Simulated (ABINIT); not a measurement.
**Al2O3 (Corundum): zone-centre phonons**

Aim: the zone-centre modes of Al2O3 (Corundum).

Method: DFT LDA, scalar-relativistic, plane waves, PseudoDojo norm-conserving pseudopotentials, in ABINIT 10.8.3.

**1. Set-up**

Symmetry: R-3c, No. 167, trigonal system. Conventional cell: a = 4.760 Å, b = 4.760 Å, c = 12.996 Å, α = 90.00°, β = 90.00°, γ = 120.00°. Nearest to Al lie 6 O at 1.85 to 1.97 Å. O has 4 Al at 1.85 to 1.97 Å nearest. Farther neighbours and most contacts between anions are not listed.

**2. A first look**

A first run with smearing and empty bands tells whether the crystal has a gap, which decides between fixed occupations and smearing later on.

File probe.abi:

```
# ground state
tolvrs 1.0d-08
prtden 1
prtwf 1

# basis, mesh and filling
ecut 36.0
ngkpt 6 6 6
nshiftk 1
shiftk 0.0 0.0 0.0
istwfk *1
occopt 7
tsmear 0.005
nband 33
nstep 100
diemac 9.0
prtebands 0
prtgsr 0
useylm 1

# cell and atoms
acell 3*1.0 Angstrom
rprim 
    2.38025 1.374237978 4.331866667
    -2.38025 1.374237978 4.331866667
    0.0 -2.748475957 4.331866667
ntypat 2
znucl 13 8
natom 10
typat 1 1 1 1 2 2 2 2 2 2
xred 
    0.3521600000 0.3521600000 0.3521600000
    0.1478400000 0.1478400000 0.1478400000
    0.6478400000 0.6478400000 0.6478400000
    0.8521600000 0.8521600000 0.8521600000
    0.5566800000 0.9433200000 0.25
    0.25 0.5566800000 0.9433200000
    0.9433200000 0.25 0.5566800000
    0.4433200000 0.0566800000 0.75
    0.75 0.4433200000 0.0566800000
    0.0566800000 0.75 0.4433200000
pp_dirpath "./pseudo"
pseudos "Al.upf, O.upf"
```

Started as:

```
$ OMP_NUM_THREADS=1 mpirun -n 16 abinit probe.abi > probe.log
```

Numbers of over 12 decimals in the logs are rounded to 6 here.

probe.abo, the main output file:

```text
[banners, grids, parts of the stress and lines that vanish by symmetry left out]
- input  file    -> probe.abi
- output file    -> probe.abo
- root for input  files -> probei
[...]
Symmetries : space group R-3 c (#167); Bravais hR (rhombohedral)
[...]
mpw =        5939          nfft =      157464          nkpt =          32
[...]
== DATASET  1 ==================================================================
[...]
cutoff_energies: {ecut:  36.0, pawecutdg:  -1.0, }
[...]
ETOT  1  -108.65270074139    -1.087E+02 8.864E-02 1.594E+03
 ETOT  2  -108.69520048034    -4.250E-02 3.611E-02 1.564E+03
 ETOT  3  -109.19805530897    -5.029E-01 1.199E-02 7.596E+00
 ETOT  4  -109.20104767011    -2.992E-03 5.292E-03 6.581E-02
 ETOT  5  -109.20106790482    -2.023E-05 2.648E-03 4.341E-04
 ETOT  6  -109.20106800120    -9.638E-08 2.196E-03 1.713E-05
 ETOT  7  -109.20106800472    -3.519E-09 9.091E-04 6.123E-07
 ETOT  8  -109.20106800480    -8.487E-11 7.095E-04 1.562E-08
 ETOT  9  -109.20106800481    -3.780E-12 3.509E-04 2.902E-10
 At SCF step    9       vres2   =  2.90E-10 < tolvrs=  1.00E-08 =>converged.
[...]
sigma(1 1)=  2.87849771E-04  sigma(3 2)=  4.70438811E-13
  sigma(2 2)=  2.87849770E-04  sigma(3 1)=  0.00000000E+00
  sigma(3 3)=  2.92629963E-04  sigma(2 1)=  0.00000000E+00
[...]
convergence: {deltae: -3.780E-12, res2:  2.902E-10, residm:  3.509E-04, diffor: null, }
etotal    :  -1.09201068E+02
[...]
sigma(1 1)=  2.87849771E-04  sigma(3 2)=  4.70438811E-13
  sigma(2 2)=  2.87849770E-04  sigma(3 1)=  0.00000000E+00
  sigma(3 3)=  2.92629963E-04  sigma(2 1)=  0.00000000E+00
[...]
- sigma(1 1)=  8.46883265E+00  sigma(3 2)=  1.38407877E-08
- sigma(2 2)=  8.46883262E+00  sigma(3 1)=  0.00000000E+00
- sigma(3 3)=  8.60947075E+00  sigma(2 1)=  0.00000000E+00
[...]
fcart      8.9457942398E-21  1.3828850856E-20 -1.0165029175E-03
           strten      2.8784977098E-04  2.8784977013E-04  2.9262996277E-04
================================================================================

[key lines of the parts left out:]
pressure_GPa:  -8.5157E+00
```

Wall time 23 s (16 MPI ranks of Arm Neoverse V1, shared host).

This step gave:

```
volume per atom   : 8.502 Å³
pressure          : -8.516 GPa
gap on the k-mesh : 6.207 eV
```

A gap of 6.2 eV opens on this mesh, so the crystal is taken as an insulator; the printed pressure holds the stress of the finite basis too.

**3. Relaxing the cell and atoms**

The harmonic expansion needs vanishing forces, and a free crystal bears no stress, so cell and atoms are brought to rest. Stress is more sensitive to the basis than forces are: the last 3 Ha under the cutoff are smoothed with ecutsm, and the cutoff is raised above that of the later runs.

File relax.abi:

```
# relaxation
ionmov 2
optcell 2
dilatmx 1.08
ntime 40
tolmxf 1.0d-05
tolvrs 1.0d-14
prtwf 0
prtden 0
chksymtnons 0

# basis, mesh and filling
ecut 44.0
ecutsm 3.0
ngkpt 6 6 6
nshiftk 1
shiftk 0.0 0.0 0.0
istwfk *1
occopt 1
nband 24
nstep 100
diemac 9.0
prtebands 0
prtgsr 0
useylm 1

# cell and atoms
acell 3*1.0 Angstrom
rprim 
    2.38025 1.374237978 4.331866667
    -2.38025 1.374237978 4.331866667
    0.0 -2.748475957 4.331866667
ntypat 2
znucl 13 8
natom 10
typat 1 1 1 1 2 2 2 2 2 2
xred 
    0.3521600000 0.3521600000 0.3521600000
    0.1478400000 0.1478400000 0.1478400000
    0.6478400000 0.6478400000 0.6478400000
    0.8521600000 0.8521600000 0.8521600000
    0.5566800000 0.9433200000 0.25
    0.25 0.5566800000 0.9433200000
    0.9433200000 0.25 0.5566800000
    0.4433200000 0.0566800000 0.75
    0.75 0.4433200000 0.0566800000
    0.0566800000 0.75 0.4433200000
pp_dirpath "./pseudo"
pseudos "Al.upf, O.upf"
```

Started as:

```
$ OMP_NUM_THREADS=1 mpirun -n 16 abinit relax.abi > relax.log
```

relax.abo, the main output file:

```text
[banners, grids, parts of the stress and lines that vanish by symmetry left out]
- input  file    -> relax.abi
- output file    -> relax.abo
- root for input  files -> relaxi
[...]
Symmetries : space group R-3 c (#167); Bravais hR (rhombohedral)
[...]
mpw =       10125          nfft =      262144          nkpt =          32
[...]
== DATASET  1 ==================================================================
[...]
cutoff_energies: {ecut:  44.0, pawecutdg:  -1.0, }
[...]
ETOT  1  -108.52317984992    -1.085E+02 3.078E-01 1.873E+03
 ETOT  2  -108.97966963313    -4.565E-01 3.348E-02 1.129E+03
 ETOT  3  -109.19607028337    -2.164E-01 5.493E-04 4.282E+01
 ETOT  4  -109.20300350158    -6.933E-03 2.056E-05 1.300E+00
 ETOT  5  -109.20323444075    -2.309E-04 5.605E-07 1.380E-03
[...]
At SCF step   13       vres2   =  1.18E-16 < tolvrs=  1.00E-14 =>converged.
[...]
sigma(1 1)=  2.42939931E-04  sigma(3 2)=  4.66983361E-13
  sigma(2 2)=  2.42939930E-04  sigma(3 1)=  0.00000000E+00
  sigma(3 3)=  2.47714507E-04  sigma(2 1)=  0.00000000E+00
[...]
convergence: {deltae: -1.563E-13, res2:  1.177E-16, residm:  9.086E-19, diffor: null, }
etotal    :  -1.09203235E+02
[...]
ETOT  1  -109.18563192819    -1.092E+02 1.942E+01 1.346E+02
[...]
At SCF step   11       vres2   =  1.88E-15 < tolvrs=  1.00E-14 =>converged.
[...]
sigma(1 1)=  5.77072190E-05  sigma(3 2)=  4.72977669E-13
  sigma(2 2)=  5.77072182E-05  sigma(3 1)=  0.00000000E+00
  sigma(3 3)=  7.52132769E-05  sigma(2 1)=  0.00000000E+00
[...]
convergence: {deltae:  8.100E-13, res2:  1.879E-15, residm:  1.653E-18, diffor: null, }
etotal    :  -1.09205225E+02
[...]
ETOT  1  -109.20280210557    -1.092E+02 1.065E+01 1.890E+01
[...]
At SCF step   11       vres2   =  8.40E-16 < tolvrs=  1.00E-14 =>converged.
[...]
sigma(1 1)= -7.79835632E-06  sigma(3 2)=  4.75265060E-13
  sigma(2 2)= -7.79835717E-06  sigma(3 1)=  0.00000000E+00
  sigma(3 3)=  3.89527876E-06  sigma(2 1)=  0.00000000E+00
[...]
convergence: {deltae:  1.734E-12, res2:  8.396E-16, residm:  1.712E-19, diffor: null, }
etotal    :  -1.09205380E+02
[...]
ETOT  1  -109.20537872809    -1.092E+02 4.066E-07 1.442E-01
[...]
At SCF step    9       vres2   =  4.68E-15 < tolvrs=  1.00E-14 =>converged.
[...]
sigma(1 1)= -4.90264749E-06  sigma(3 2)=  4.75388129E-13
  sigma(2 2)= -4.90264835E-06  sigma(3 1)=  0.00000000E+00
  sigma(3 3)=  8.86430304E-07  sigma(2 1)=  0.00000000E+00
[...]
convergence: {deltae: -1.464E-12, res2:  4.679E-15, residm:  8.303E-19, diffor: null, }
etotal    :  -1.09205387E+02
[...]
ETOT  1  -109.20534838068    -1.092E+02 4.349E-06 7.457E-01
[...]
At SCF step    9       vres2   =  4.80E-15 < tolvrs=  1.00E-14 =>converged.
[...]
sigma(1 1)=  1.22688640E-06  sigma(3 2)=  4.75533563E-13
  sigma(2 2)=  1.22688555E-06  sigma(3 1)=  0.00000000E+00
  sigma(3 3)= -2.82185271E-06  sigma(2 1)=  0.00000000E+00
[...]
convergence: {deltae:  7.105E-13, res2:  4.798E-15, residm:  3.695E-18, diffor: null, }
etotal    :  -1.09205394E+02
[...]
ETOT  1  -109.20539417029    -1.092E+02 8.845E-10 4.736E-03
[...]
At SCF step    8       vres2   =  5.28E-15 < tolvrs=  1.00E-14 =>converged.
[...]
sigma(1 1)=  8.80567300E-07  sigma(3 2)=  4.75482425E-13
  sigma(2 2)=  8.80566448E-07  sigma(3 1)=  0.00000000E+00
  sigma(3 3)= -1.73951908E-06  sigma(2 1)=  0.00000000E+00
[...]
convergence: {deltae: -9.521E-13, res2:  5.282E-15, residm:  2.009E-18, diffor: null, }
etotal    :  -1.09205394E+02
[...]
ETOT  1  -109.20539427576    -1.092E+02 8.758E-07 4.743E-03
[...]
ETOT  8  -109.20539457815     1.734E-12 1.353E-18 1.031E-14
 ETOT  9  -109.20539457815     2.927E-12 1.856E-20 1.386E-16
 At SCF step    9       vres2   =  1.39E-16 < tolvrs=  1.00E-14 =>converged.
[...]
sigma(1 1)=  3.70261219E-08  sigma(3 2)=  4.75403535E-13
  sigma(2 2)=  3.70252702E-08  sigma(3 1)=  0.00000000E+00
  sigma(3 3)= -3.34848758E-08  sigma(2 1)=  0.00000000E+00
[...]
convergence: {deltae:  2.927E-12, res2:  1.386E-16, residm:  1.856E-20, diffor: null, }
etotal    :  -1.09205395E+02
[...]
At Broyd/MD step   7, gradients are converged :
[...]
sigma(1 1)=  3.70261219E-08  sigma(3 2)=  4.75403535E-13
  sigma(2 2)=  3.70252702E-08  sigma(3 1)=  0.00000000E+00
  sigma(3 3)= -3.34848758E-08  sigma(2 1)=  0.00000000E+00
[...]
- sigma(1 1)=  1.08934612E-03  sigma(3 2)=  1.39868549E-08
- sigma(2 2)=  1.08932106E-03  sigma(3 1)=  0.00000000E+00
- sigma(3 3)= -9.85159060E-04  sigma(2 1)=  0.00000000E+00
[...]
fcart     -2.3669621527E-22 -8.4913957689E-23 -3.1241006125E-06
           strten      3.7026121889E-08  3.7025270168E-08 -3.3484875843E-08
================================================================================

[key lines of the parts left out:]
pressure_GPa:  -3.9784E-04
Total energy (etotal) [Ha]= -1.09205394578146E+02
```

Elapsed: 2.8 min, on 16 MPI ranks.

Step by step:

```csv
step,energy less that of the first step (eV),largest force (eV/Å),volume (Å³)
1,0.0000,0.1342,85.02
2,-0.0541,0.0814,83.16
3,-0.0584,0.0457,82.52
4,-0.0586,0.0335,82.53
5,-0.0588,0.0050,82.55
6,-0.0588,0.0025,82.56
7,-0.0588,0.0002,82.56
```

```csv
"conventional cell, symmetrised",before,after,change
a (Å),4.760,4.717,-0.9 %
b (Å),4.760,4.717,-0.9 %
c (Å),12.996,12.856,-1.1 %
volume (Å³/atom),8.50,8.26,-2.9 %
```

This step gave:

| Quantity | Value |
| --- | --- |
| volume per atom | 8.256 Å³ |
| pressure | -3.98e-4 GPa |

The volume changes by -2.9 % in this run and stands -2.9 % from the first cell.

**4. Self-consistent run for the response**

First-order wavefunctions inherit every error of the ground state, hence the very tight tolvrs. The mesh is shifted off Γ, since shifted meshes converge sums over the zone faster.

File gs.abi:

```
# ground state
tolvrs 1.0d-16
prtden 1
prtwf 1

# basis, mesh and filling
ecut 36.0
ngkpt 6 6 6
nshiftk 1
shiftk 0.5 0.5 0.5
istwfk *1
occopt 1
nband 24
nstep 100
diemac 9.0
prtebands 0
prtgsr 0
useylm 1

# cell and atoms
acell 3*1.0 Angstrom
rprim 
    2.358266074 1.361545552 4.285324795
    -2.358266074 1.361545552 4.285324795
    0.0 -2.723091106 4.285324795
ntypat 2
znucl 13 8
natom 10
typat 1 1 1 1 2 2 2 2 2 2
xred 
    0.3519585969 0.3519585969 0.3519585969
    0.1480414031 0.1480414031 0.1480414031
    0.6480414031 0.6480414031 0.6480414031
    0.8519585969 0.8519585969 0.8519585969
    0.5557665066 0.9442334934 0.25
    0.25 0.5557665066 0.9442334934
    0.9442334934 0.25 0.5557665066
    0.4442334934 0.0557665066 0.75
    0.75 0.4442334934 0.0557665066
    0.0557665066 0.75 0.4442334934
pp_dirpath "./pseudo"
pseudos "Al.upf, O.upf"
```

Started as:

```
$ OMP_NUM_THREADS=1 mpirun -n 16 abinit gs.abi > gs.log
```

gs.abo, the main output file:

```text
[banners, grids, parts of the stress and lines that vanish by symmetry left out]
- input  file    -> gs.abi
- output file    -> gs.abo
- root for input  files -> gsi
[...]
Symmetries : space group R-3 c (#167); Bravais hR (rhombohedral)
[...]
mpw =        5767          nfft =      157464          nkpt =          28
[...]
== DATASET  1 ==================================================================
[...]
-    --> not optimal distribution: autoparal keyword recommended in input file <--
[...]
cutoff_energies: {ecut:  36.0, pawecutdg:  -1.0, }
[...]
ETOT  1  -108.53359738411    -1.085E+02 3.448E-01 1.167E+03
 ETOT  2  -108.97794941192    -4.444E-01 3.248E-04 6.996E+02
 ETOT  3  -109.19694835091    -2.190E-01 5.367E-04 2.334E+01
 ETOT  4  -109.20297914002    -6.031E-03 1.911E-05 8.282E-01
 ETOT  5  -109.20321043678    -2.313E-04 5.943E-07 5.302E-04
[...]
ETOT 12  -109.20321063991     7.105E-13 4.631E-18 2.214E-15
 ETOT 13  -109.20321063991    -7.390E-13 2.329E-19 2.788E-17
 At SCF step   13       vres2   =  2.79E-17 < tolvrs=  1.00E-16 =>converged.
[...]
sigma(1 1)=  4.66000953E-05  sigma(3 2)=  9.68378398E-13
  sigma(2 2)=  4.66000951E-05  sigma(3 1)=  0.00000000E+00
  sigma(3 3)=  4.60094152E-05  sigma(2 1)=  0.00000000E+00
[...]
convergence: {deltae: -7.390E-13, res2:  2.788E-17, residm:  2.329E-19, diffor: null, }
etotal    :  -1.09203211E+02
[...]
sigma(1 1)=  4.66000953E-05  sigma(3 2)=  9.68378398E-13
  sigma(2 2)=  4.66000951E-05  sigma(3 1)=  0.00000000E+00
  sigma(3 3)=  4.60094152E-05  sigma(2 1)=  0.00000000E+00
[...]
- sigma(1 1)=  1.37102214E+00  sigma(3 2)=  2.84906761E-08
- sigma(2 2)=  1.37102213E+00  sigma(3 1)=  0.00000000E+00
- sigma(3 3)=  1.35364373E+00  sigma(2 1)=  0.00000000E+00
[...]
fcart     -4.9253261303E-21  8.7014192274E-22  4.8903483443E-05
           strten      4.6600095305E-05  4.6600095104E-05  4.6009415215E-05
================================================================================

[key lines of the parts left out:]
pressure_GPa:  -1.3652E+00
```

It took 23 s on 16 MPI ranks; 6 min of CPU time.

Numbers from this step:

```
pressure : -1.365 GPa
```

The cell stands at -1.4 GPa: the relaxation ran with a smoothed and higher cutoff and on another k mesh.

**5. The gap at rest**

Empty bands on the ground state's density check that the gap assumed so far is there in this cell.

File gap.abi:

```
# empty bands on the ground state's density
iscf -2
getden_filepath "gso_DEN"
tolwfr 1.0d-12
nbdbuf 2
prtwf 0

# basis, mesh and filling
ecut 36.0
ngkpt 6 6 6
nshiftk 1
shiftk 0.0 0.0 0.0
istwfk *1
occopt 1
nband 28
nstep 100
diemac 9.0
prtebands 0
prtgsr 0
useylm 1

# cell and atoms
acell 3*1.0 Angstrom
rprim 
    2.358266074 1.361545552 4.285324795
    -2.358266074 1.361545552 4.285324795
    0.0 -2.723091106 4.285324795
ntypat 2
znucl 13 8
natom 10
typat 1 1 1 1 2 2 2 2 2 2
xred 
    0.3519585969 0.3519585969 0.3519585969
    0.1480414031 0.1480414031 0.1480414031
    0.6480414031 0.6480414031 0.6480414031
    0.8519585969 0.8519585969 0.8519585969
    0.5557665066 0.9442334934 0.25
    0.25 0.5557665066 0.9442334934
    0.9442334934 0.25 0.5557665066
    0.4442334934 0.0557665066 0.75
    0.75 0.4442334934 0.0557665066
    0.0557665066 0.75 0.4442334934
pp_dirpath "./pseudo"
pseudos "Al.upf, O.upf"
```

Started as:

```
$ OMP_NUM_THREADS=1 mpirun -n 16 abinit gap.abi > gap.log
```

gap.abo, the main output file:

```text
[banners, grids, parts of the stress and lines that vanish by symmetry left out]
- input  file    -> gap.abi
- output file    -> gap.abo
- root for input  files -> gapi
[...]
Symmetries : space group R-3 c (#167); Bravais hR (rhombohedral)
[...]
mpw =        5768          nfft =      157464          nkpt =          32
[...]
== DATASET  1 ==================================================================
[...]
cutoff_energies: {ecut:  36.0, pawecutdg:  -1.0, }
[...]
-outvars: echo values of variables after computation
            acell      1.8897261259E+00  1.8897261259E+00  1.8897261259E+00 Bohr
================================================================================
```

It took 21 s on 16 MPI ranks.

Numbers from this step:

```yaml
gap_on_the_k_mesh: 6.589 eV
```

In this cell the gap on the mesh is 6.6 eV, direct, so fixed occupations hold.

(Part 1 of 2 ends here.)

[Host names and launcher messages were left out of these logs when they were recorded.]

[Logs are printed without paths, hosts, clocks, repeated set-up lines and the standing remarks that a program may print on its own settings, such as how far it seeks lower states.]

[Hosts, paths, dates, database ids (printed as entryN), source tags and the programs' standing remarks are cut or masked in the printed files.]
